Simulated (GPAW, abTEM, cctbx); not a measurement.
## BaCrS3: the scripts behind a bonding study

Short scripts, each with its output. The start was made by putting kin elements into a known structure type; the compound need not exist, or be stable, in this form.

### 1. Build the all-electron density and subtract free atoms

```text
cell
1.0
     4.780435860    0.000000000    0.000000000
     0.000000000    4.780435860    0.000000000
     0.000000000    0.000000000    4.780435860
Ba Cr S
1 1 3
Direct
0.000000000 0.000000000 0.000000000
0.500000000 0.500000000 0.500000000
0.500000000 0.500000000 0.000000000
0.500000000 0.000000000 0.500000000
0.000000000 0.500000000 0.500000000
```

```python
import numpy as np
from ase.io import read
from ase.units import Bohr
from gpaw import GPAW, PW, FermiDirac
from gpaw.calculator import GPAW as OldGPAW
from gpaw.mpi import serial_comm, world
from scipy.special import erfc
from scipy.spatial import cKDTree

atoms = read("cell.vasp")
atoms.set_initial_magnetic_moments([0, 3, 0, 0, 0])
atoms.calc = GPAW(mode=PW(450), xc="PBE", kpts={"size": (4, 4, 4), "gamma": True},
                 occupations=FermiDirac(0.05), maxiter=120, symmetry={"tolerance": 1e-5}, txt="scf.txt")
atoms.get_potential_energy()
rho = atoms.calc.get_all_electron_density(gridrefinement=2)
moments = atoms.get_magnetic_moments() if atoms.calc.get_number_of_spins() == 2 else np.zeros(len(atoms))
total = atoms.get_magnetic_moment() if moments.any() else 0.0
if world.rank == 0:
    free = OldGPAW(mode=PW(450), xc="PBE", txt=None, communicator=serial_comm)
    neutral = atoms.copy()
    neutral.set_initial_magnetic_moments(None)
    free.initialize(neutral)
    free.set_positions(neutral)
    drho = rho - free.get_all_electron_density(gridrefinement=2)
    # GPAW starts from confined atoms: exchange their smooth part for that of the datasets' free atoms
    h = np.stack(np.meshgrid(*[np.fft.fftfreq(n, 1 / n) for n in drho.shape], indexing="ij"), -1)
    gabs = np.linalg.norm(h @ atoms.cell.reciprocal(), axis=-1)
    tails = np.fft.fftn(free.get_pseudo_density(gridrefinement=2))
    g, form, v0 = np.linspace(0, gabs.max(), 1500), {}, 0
    for e in set(atoms.symbols):
        idx = atoms.symbols.search(e)
        d = free.setups[idx[0]].data
        r, w = d.rgd.r_g * Bohr, d.rgd.r_g**2 * d.rgd.dr_g
        j0 = np.sinc(2 * g[:, None] * r)
        smooth = sum(f * p**2 for f, p in zip(d.f_j, d.phit_jg)) + np.sqrt(4 * np.pi) * d.nct_g
        full = sum(f * p**2 for f, p in zip(d.f_j, d.phi_jg)) + np.sqrt(4 * np.pi) * d.nc_g
        phase = sum(np.exp(-2j * np.pi * h @ s) for s in atoms.get_scaled_positions()[idx])
        tails -= np.interp(gabs, g, j0 @ (smooth * w)) * phase * drho.size / atoms.get_volume()
        form[e] = j0 @ (full * w)
        v0 += 2 * np.pi / 3 * 14.3996 * (full * w * r**2).sum() * len(idx)  # V A^3
    tails *= 0.5 * erfc((gabs - 1.8) / 0.25)  # the tails differ at long wavelengths alone
    drho += np.fft.ifftn(tails).real  # crystal minus superposed spherical free atoms
    np.save("drho.npy", drho)
    dv = atoms.get_volume() / drho.size
    print("grid", drho.shape, " electrons %.3f" % (rho.sum() * dv), " moved by bonding %.3f e" % (abs(drho).sum() * dv / 2))
    pts = np.indices(drho.shape).reshape(3, -1).T / drho.shape @ atoms.cell
    shifts = (np.indices((3, 3, 3)).reshape(3, -1).T - 1) @ atoms.cell
    images = (atoms.positions[None] + shifts[:, None]).reshape(-1, 3)
    dist, idx = cKDTree(images).query(pts, k=4)
    out = drho.ravel()[dist[:, 0] > 0.5]
    print("deformation density beyond 0.5 A of the nuclei: max %.3f, min %.3f e/A^3" % (out.max(), out.min()))
    tie = dist < dist[:, :1] + 1e-4
    q = -np.bincount((idx % len(atoms))[tie], (drho.ravel()[:, None] / tie.sum(1, keepdims=True) * tie)[tie], len(atoms)) * dv
    print("atom        x       y       z   Voronoi charge  moment")
    for a, s, c, m in zip(atoms, atoms.get_scaled_positions(), q, moments):
        print("%-2s%-3d %7.4f %7.4f %7.4f %10.3f %10.2f" % (a.symbol, a.index + 1, *s, c, m))
    np.savez("free.npz", g=g, **form)
    print("mean inner potential of superposed free atoms %.3f V" % (v0 / atoms.get_volume()))
    print("total magnetic moment %.3f muB" % total)
```

```console
$ OMP_NUM_THREADS=1 mpirun -n 4 gpaw python run.py > gpaw.log
```

```text
grid (48, 48, 48)  electrons 128.000  moved by bonding 0.883 e
deformation density beyond 0.5 A of the nuclei: max 0.101, min -0.459 e/A^3
atom        x       y       z   Voronoi charge  moment
Ba1    0.0000  0.0000  0.0000      0.155       0.00
Cr2    0.5000  0.5000  0.5000      0.373       2.47
S 3    0.5000  0.5000  0.0000     -0.176      -0.08
S 4    0.5000  0.0000  0.5000     -0.176      -0.08
S 5    0.0000  0.5000  0.5000     -0.176      -0.08
mean inner potential of superposed free atoms 17.371 V
total magnetic moment 2.384 muB
```

Time: 21 s on 4 cores of Arm Neoverse N1 (shared host), peak memory 0.78 GiB.

### 2. Fourier-transform the difference

```python
from cctbx import adptbx, crystal, miller, xray
from cctbx.eltbx import tiny_pse
import numpy as np

cs = crystal.symmetry(unit_cell=(4.7804, 4.7804, 4.7804, 90, 90, 90), space_group_symbol='Hall: -P 4 2 3')  # Pm-3m
atoms = [  # label, site, U (iso, or U11 U22 U33 U12 U13 U23 in A^2), occupancy
    ("Ba1", (0, 0, 0), 0.0000, 1),
    ("Cr1", (0.5, 0.5, 0.5), 0.0000, 1),
    ("S1", (0.5, 0.5, 0), 0.0000, 1),
]
xs = xray.structure(crystal_symmetry=cs)
for label, site, u, occ in atoms:
    u = adptbx.u_cif_as_u_star(cs.unit_cell(), u) if isinstance(u, tuple) else u
    xs.add_scatterer(xray.scatterer(label, site=site, u=u, occupancy=occ))
xs.scattering_type_registry(table="wk1995")
drho = np.load("drho.npy")
T = np.array([[1, 0, 0], [0, 1, 0], [0, 0, 1]])  # conventional axes in terms of the primitive ones
dF = np.fft.ifftn(drho) * 109.24523  # electrons a conventional cell, indexed by primitive hkl
ms = miller.build_set(cs, anomalous_flag=False, d_min=0.9).sort("resolution")
iam = ms.structure_factors_from_scatterers(xs, algorithm="direct").f_calc()
p1 = xs.expand_to_p1()
z = np.array([tiny_pse.table(sc.scattering_type).atomic_number() for sc in p1.scatterers()])
x = np.array(p1.sites_frac())
free = np.load("free.npz")
print("static structure factors of the conventional cell: F in electrons, V (Mott-Bethe) in volts")
print("   h  k  l      d  |F| table  |F| free   |F| DFT   change   |V| free  |V| DFT  change %")
for h, d, table in list(zip(ms.indices(), ms.d_spacings().data(), iam.data()))[:16]:
    df = dF[tuple(np.rint(np.linalg.solve(T, h)).astype(int))]
    phase = np.exp(2j * np.pi * x @ h)
    f = sum(np.interp(1 / d, free["g"], free[sc.scattering_type]) * p for sc, p in zip(p1.scatterers(), phase))
    fz = (z * phase).sum()
    c = 14.3996 * d * d / (np.pi * cs.unit_cell().volume())
    v0, v1 = abs(fz - f) * c, abs(fz - f - df) * c
    print("%4d%3d%3d %7.4f %9.3f %9.3f %9.3f %8.3f %9.3f %8.3f %8s" % (h + (d, abs(table), abs(f), abs(f + df), abs(f + df) - abs(f), v0, v1, "%.1f" % (100 * (v1 / v0 - 1)) if v0 > 0.02 else "-")))
```

```console
$ python run.py
```

```text
static structure factors of the conventional cell: F in electrons, V (Mott-Bethe) in volts
   h  k  l      d  |F| table  |F| free   |F| DFT   change   |V| free  |V| DFT  change %
   0  1  0  4.7804    15.148    15.274    15.325    0.051     0.696    0.647     -7.0
   0  1  1  3.3803    55.425    55.331    55.016   -0.314     4.156    4.307      3.6
   1  1  1  2.7600    61.793    61.967    62.504    0.537     5.763    5.592     -3.0
   0  2  0  2.3902    94.548    94.514    94.375   -0.139     8.027    8.060      0.4
   0  2  1  2.1379    15.057    15.161    15.336    0.176     0.161    0.127    -20.9
   1  2  1  1.9516    47.627    47.566    47.408   -0.158     2.626    2.651      1.0
   0  2  2  1.6901    81.214    81.247    80.923   -0.324     5.603    5.642      0.7
   1  2  2  1.5935    14.483    14.518    14.679    0.161     0.158    0.141    -10.9
   0  3  0  1.5935    14.483    14.518    14.566    0.048     0.158    0.153     -3.2
   0  3  1  1.5117    42.444    42.439    42.416   -0.023     2.067    2.069      0.1
   1  3  1  1.4413    47.852    47.879    47.793   -0.085     2.800    2.807      0.3
   2  2  2  1.3800    73.380    73.393    73.224   -0.168     4.363    4.377      0.3
   0  3  2  1.3258    13.952    13.938    13.958    0.019     0.152    0.151     -0.9
   1  3  2  1.2776    38.702    38.714    38.685   -0.029     1.732    1.734      0.1
   0  4  0  1.1951    67.935    67.920    67.894   -0.026     3.600    3.602      0.0
   2  3  2  1.1594    13.450    13.423    13.435    0.011     0.145    0.145     -0.4
```

Time: 0.39 s on 1 core of Arm Neoverse N1 (shared host), peak memory 0.08 GiB.

### 3. Propagate a plane wave with and without the bonding term

```python
import abtem
import numpy as np
from ase.build import make_supercell
from ase.io import read

abtem.config.set({"dask.lazy": False, "fft": "fftw", "diagnostics.progress_bar": False})
M = [[0, -1, 0], [1, 0, 0], [0, 0, 1]]  # rows: x, y and beam direction in the primitive cell's axes
unit = make_supercell(read("cell.vasp"), M)
unit.set_cell(list(unit.cell.lengths()) + [90, 90, 90], scale_atoms=True)
unit.positions[:, 2] += 0.5976  # keeps atomic planes off the slice boundaries
unit.wrap()
slab = unit * (1, 1, 130)
print(slab.get_chemical_formula(), "| box %.2f x %.2f x %.2f A" % tuple(slab.cell.lengths()))

# change of the potential by bonding, from the DFT deformation density (Poisson's equation term by term)
drho = np.load("drho.npy")
prim = read("cell.vasp")
h = np.stack(np.meshgrid(*[np.fft.fftfreq(n, 1 / n) for n in drho.shape], indexing="ij"), -1).reshape(-1, 3).astype(int)
g2 = ((h @ prim.cell.reciprocal()) ** 2).sum(1)
keep = (g2 > 0) & (g2 < 2.5**2)
shape = (137, 137, 28)
vg = np.zeros(shape, complex)
hm = h[keep] @ np.array(M).T
move = np.exp(-2j * np.pi * hm[:, 2] * (0.5976 / unit.cell[2, 2] - 0.5 / shape[2]))  # the same shift, sampled at mid-points
vg[tuple(hm.T % np.array(shape)[:, None])] = -14.3996 / np.pi * (np.fft.fftn(drho).ravel() / drho.size)[keep] / g2[keep] * move
dV = np.fft.ifftn(vg).real * vg.size
dV = dV.reshape(137, 137, 4, 7).mean(3) * unit.cell[2, 2] / 4  # V A, projected in each slice
dV = np.tile(dV.transpose(2, 0, 1), (130, 1, 1))


def build(atoms):
    p = abtem.Potential(atoms, gpts=(137, 137), slice_thickness=[slab.cell[2, 2] / 520] * 520,
                        parametrization="lobato", projection="infinite", exit_planes=40).build()
    p.array[:] += BONDING * dV
    return p


def potentials():
    yield build(slab)  # atoms at rest


for label, BONDING in (("IAM", 0.0), ("DFT", 1.0)):
    print("=====", label)
    potential = build(slab)
    print("grid", potential.gpts, "slices", potential.num_slices)
    thickness = potential.exit_thicknesses
    wave = abtem.PlaneWave(energy=100000)
    dp = np.mean([wave.multislice(p).diffraction_patterns(max_angle="valid").array for p in potentials()], axis=0)
    hkl = [(0, 0, 0), (1, 0, 0), (1, 1, 0), (2, 0, 0), (2, 1, 0), (2, 2, 0), (3, 0, 0)]
    nx, ny = dp.shape[-2:]
    print("intensity of each beam, fraction of the incident wave")
    print("  t (A)" + "".join("%9s" % " ".join(map(str, h)) for h in hkl) + "  diffuse    total")
    grid = np.zeros((nx, ny), bool)
    grid[nx // 2 % 1::1, ny // 2 % 1::1] = True
    for t, a in list(zip(thickness, dp))[1:]:
        idx = [np.rint(np.array(M) @ np.linalg.solve([[1, 0, 0], [0, 1, 0], [0, 0, 1]], h)).astype(int) for h in hkl]
        print("%7.1f" % t + "".join("%9.5f" % a[nx // 2 + i[0] * 1, ny // 2 + i[1] * 1] for i in idx) + "%9.4f%9.4f" % (a[~grid].sum(), a.sum()))
```

```console
$ python run.py
```

```text
Ba130Cr130S390 | box 4.78 x 4.78 x 621.46 A
===== IAM
grid (137, 137) slices 520
intensity of each beam, fraction of the incident wave
  t (A)    0 0 0    1 0 0    1 1 0    2 0 0    2 1 0    2 2 0    3 0 0  diffuse    total
   47.8  0.63910  0.00129  0.01832  0.01710  0.00016  0.00653  0.00009   0.0000   0.9920
   95.6  0.35246  0.00024  0.02796  0.06230  0.00057  0.01607  0.00039   0.0000   0.9880
  143.4  0.16135  0.00412  0.10283  0.03639  0.00032  0.01452  0.00038   0.0000   0.9827
  191.2  0.07673  0.00896  0.07480  0.04226  0.00017  0.03098  0.00000   0.0000   0.9746
  239.0  0.16776  0.00595  0.04921  0.04114  0.00119  0.01664  0.00040   0.0000   0.9636
  286.8  0.44723  0.01046  0.02638  0.01487  0.00143  0.00076  0.00055   0.0000   0.9552
  334.6  0.55298  0.01855  0.00552  0.00288  0.00007  0.00248  0.00003   0.0000   0.9432
  382.4  0.46134  0.00970  0.00904  0.01495  0.00229  0.00421  0.00136   0.0000   0.9366
  430.2  0.29838  0.01125  0.02436  0.02480  0.00294  0.00978  0.00175   0.0000   0.9253
  478.0  0.05492  0.02227  0.05692  0.03424  0.00028  0.01235  0.00016   0.0000   0.9093
  525.8  0.00047  0.01173  0.05021  0.04411  0.00207  0.01478  0.00103   0.0000   0.8968
  573.7  0.07230  0.00879  0.04522  0.01902  0.00322  0.00828  0.00176   0.0000   0.8906
  621.5  0.20809  0.02027  0.01521  0.01867  0.00085  0.00490  0.00035   0.0000   0.8780
===== DFT
grid (137, 137) slices 520
intensity of each beam, fraction of the incident wave
  t (A)    0 0 0    1 0 0    1 1 0    2 0 0    2 1 0    2 2 0    3 0 0  diffuse    total
   47.8  0.64504  0.00123  0.01758  0.01626  0.00013  0.00604  0.00008   0.0000   0.9920
   95.6  0.35484  0.00022  0.02687  0.06131  0.00049  0.01545  0.00033   0.0000   0.9879
  143.4  0.16822  0.00331  0.10188  0.03601  0.00037  0.01448  0.00040   0.0000   0.9827
  191.2  0.07141  0.00830  0.08153  0.03881  0.00008  0.03035  0.00000   0.0000   0.9746
  239.0  0.14359  0.00584  0.04880  0.04569  0.00093  0.01842  0.00028   0.0000   0.9639
  286.8  0.40835  0.00808  0.03241  0.01715  0.00146  0.00089  0.00055   0.0000   0.9555
  334.6  0.56271  0.01625  0.00440  0.00345  0.00006  0.00342  0.00001   0.0000   0.9435
  382.4  0.46928  0.00983  0.01056  0.01072  0.00161  0.00388  0.00107   0.0000   0.9369
  430.2  0.33800  0.00827  0.01618  0.02559  0.00279  0.01025  0.00172   0.0000   0.9258
  478.0  0.08618  0.01920  0.05976  0.02815  0.00055  0.00943  0.00033   0.0000   0.9093
  525.8  0.00257  0.01224  0.04933  0.04574  0.00117  0.01635  0.00060   0.0000   0.8960
  573.7  0.03847  0.00616  0.04902  0.02244  0.00285  0.01021  0.00163   0.0000   0.8898
  621.5  0.18827  0.01552  0.01957  0.02127  0.00134  0.00464  0.00062   0.0000   0.8775
```

Time: 23 s.

### 4. Scan a probe

```python
import abtem
import numpy as np
from ase.build import make_supercell
from ase.io import read

abtem.config.set({"dask.lazy": False, "fft": "fftw", "diagnostics.progress_bar": False})
M = [[0, -1, 0], [1, 0, 0], [0, 0, 1]]  # rows: x, y and beam direction in the primitive cell's axes
unit = make_supercell(read("cell.vasp"), M)
unit.set_cell(list(unit.cell.lengths()) + [90, 90, 90], scale_atoms=True)
unit.positions[:, 2] += 0.5976  # keeps atomic planes off the slice boundaries
unit.wrap()
slab = unit * (3, 3, 6)
print(slab.get_chemical_formula(), "| box %.2f x %.2f x %.2f A" % tuple(slab.cell.lengths()))

# change of the potential by bonding, from the DFT deformation density (Poisson's equation term by term)
drho = np.load("drho.npy")
prim = read("cell.vasp")
h = np.stack(np.meshgrid(*[np.fft.fftfreq(n, 1 / n) for n in drho.shape], indexing="ij"), -1).reshape(-1, 3).astype(int)
g2 = ((h @ prim.cell.reciprocal()) ** 2).sum(1)
keep = (g2 > 0) & (g2 < 2.5**2)
shape = (35, 35, 28)
vg = np.zeros(shape, complex)
hm = h[keep] @ np.array(M).T
move = np.exp(-2j * np.pi * hm[:, 2] * (0.5976 / unit.cell[2, 2] - 0.5 / shape[2]))  # the same shift, sampled at mid-points
vg[tuple(hm.T % np.array(shape)[:, None])] = -14.3996 / np.pi * (np.fft.fftn(drho).ravel() / drho.size)[keep] / g2[keep] * move
dV = np.fft.ifftn(vg).real * vg.size
dV = dV.reshape(35, 35, 4, 7).mean(3) * unit.cell[2, 2] / 4  # V A, projected in each slice
dV = np.tile(dV.transpose(2, 0, 1), (6, 3, 3))


def build(atoms):
    p = abtem.Potential(atoms, gpts=(105, 105), slice_thickness=[slab.cell[2, 2] / 24] * 24,
                        parametrization="lobato", projection="infinite", exit_planes=12).build()
    p.array[:] += BONDING * dV
    return p


def potentials():
    yield build(slab)  # atoms at rest


for label, BONDING in (("IAM", 0.0), ("DFT", 1.0)):
    print("=====", label)
    potential = build(slab)
    print("grid", potential.gpts, "slices", potential.num_slices)
    thickness = potential.exit_thicknesses
    probe = abtem.Probe(energy=100000, semiangle_cutoff=25)
    probe.grid.match(potential)
    print("wavelength %.5f A, largest angle on the grid %.0f mrad" % (probe.wavelength, min(probe.cutoff_angles)))
    detectors = {"ABF": (12, 25), "BF": (0, 12), "LAADF": (30, 80)}  # mrad
    columns = [  # name, x, y (A)
        ("Ba", 0.000, 0.000),
        ("CrS", 2.390, 2.390),
        ("S", 0.000, 2.390),
        ("void", 1.195, 1.195),
    ]
    scan = abtem.GridScan(start=(0.0000, 0.0000), end=(4.7804, 4.7804), gpts=(14, 14), endpoint=False)
    dets = [abtem.AnnularDetector(*v) for v in detectors.values()] + [abtem.PixelatedDetector(max_angle=38)]
    runs = [probe.scan(p, scan=scan, detectors=dets, max_batch=32) for p in potentials()]
    out = [sum(x[1:], x[0]) / len(x) for x in zip(*runs)]
    images = dict(zip(detectors, out))
    images["iCOM"] = out[-1].center_of_mass().integrate_gradient()
    np.save(label + "_pacbed.npy", out[-1].array.mean(axis=(1, 2)))
    print("PACBED pixel %.3f x %.3f mrad" % out[-1].angular_sampling)
    for name, im in images.items():
        im = im.interpolate(sampling=0.1, boundary="periodic").gaussian_filter(0.35)
        np.save(label + "_" + name + ".npy", im.array)
        print(name, "signal at the columns" + (", fraction of the beam" if name in detectors else ""))
        print("  t (A)     mean" + "".join("%10s" % c[0][:9] for c in columns))
        for t, a in list(zip(thickness, im.array))[1:]:
            at = [a[round((x - 0.0000) / im.sampling[0]) % a.shape[0], round((y - 0.0000) / im.sampling[1]) % a.shape[1]] for _, x, y in columns]
            print("%7.1f %8.5f" % (t, a.mean()) + "".join("%10.5f" % v for v in at))
```

```console
$ python run.py
```

```text
Ba54Cr54S162 | box 14.34 x 14.34 x 28.68 A
===== IAM
grid (105, 105) slices 24
wavelength 0.03701 A, largest angle on the grid 90 mrad
PACBED pixel 2.581 x 2.581 mrad
ABF signal at the columns, fraction of the beam
  t (A)     mean        Ba       CrS         S      void
   14.3  0.70836   0.50112   0.56139   0.70003   0.73377
   28.7  0.66152   0.39525   0.42935   0.61209   0.70958
BF signal at the columns, fraction of the beam
  t (A)     mean        Ba       CrS         S      void
   14.3  0.22960   0.15011   0.18865   0.24065   0.24397
   28.7  0.21388   0.07383   0.12565   0.25325   0.24194
LAADF signal at the columns, fraction of the beam
  t (A)     mean        Ba       CrS         S      void
   14.3  0.03622   0.19840   0.17357   0.03868   0.00963
   28.7  0.06461   0.19800   0.25352   0.07927   0.02339
iCOM signal at the columns
  t (A)     mean        Ba       CrS         S      void
   14.3  0.03360   0.09431   0.09283   0.04811   0.01643
   28.7  0.03360   0.10120   0.12192   0.06622   0.00557
===== DFT
grid (105, 105) slices 24
wavelength 0.03701 A, largest angle on the grid 90 mrad
PACBED pixel 2.581 x 2.581 mrad
ABF signal at the columns, fraction of the beam
  t (A)     mean        Ba       CrS         S      void
   14.3  0.70799   0.50045   0.55880   0.70023   0.73352
   28.7  0.66083   0.39478   0.42768   0.61284   0.70895
BF signal at the columns, fraction of the beam
  t (A)     mean        Ba       CrS         S      void
   14.3  0.22955   0.15014   0.18850   0.24048   0.24404
   28.7  0.21368   0.07389   0.12481   0.25269   0.24207
LAADF signal at the columns, fraction of the beam
  t (A)     mean        Ba       CrS         S      void
   14.3  0.03647   0.19875   0.17511   0.03873   0.00974
   28.7  0.06518   0.19831   0.25493   0.07938   0.02374
iCOM signal at the columns
  t (A)     mean        Ba       CrS         S      void
   14.3  0.03354   0.09468   0.09421   0.04746   0.01632
   28.7  0.03354   0.10186   0.12416   0.06504   0.00545
```

Time: 12 s.

[Outputs are excerpts: Python notices, other lines and further rows are left out; steps that failed or that the build refused (PBEsol, TPSS) are not shown.]

[Logs are printed without paths, hosts, clocks, repeated set-up lines and the standing remarks that a program may print on its own settings, such as how far it seeks lower states.]
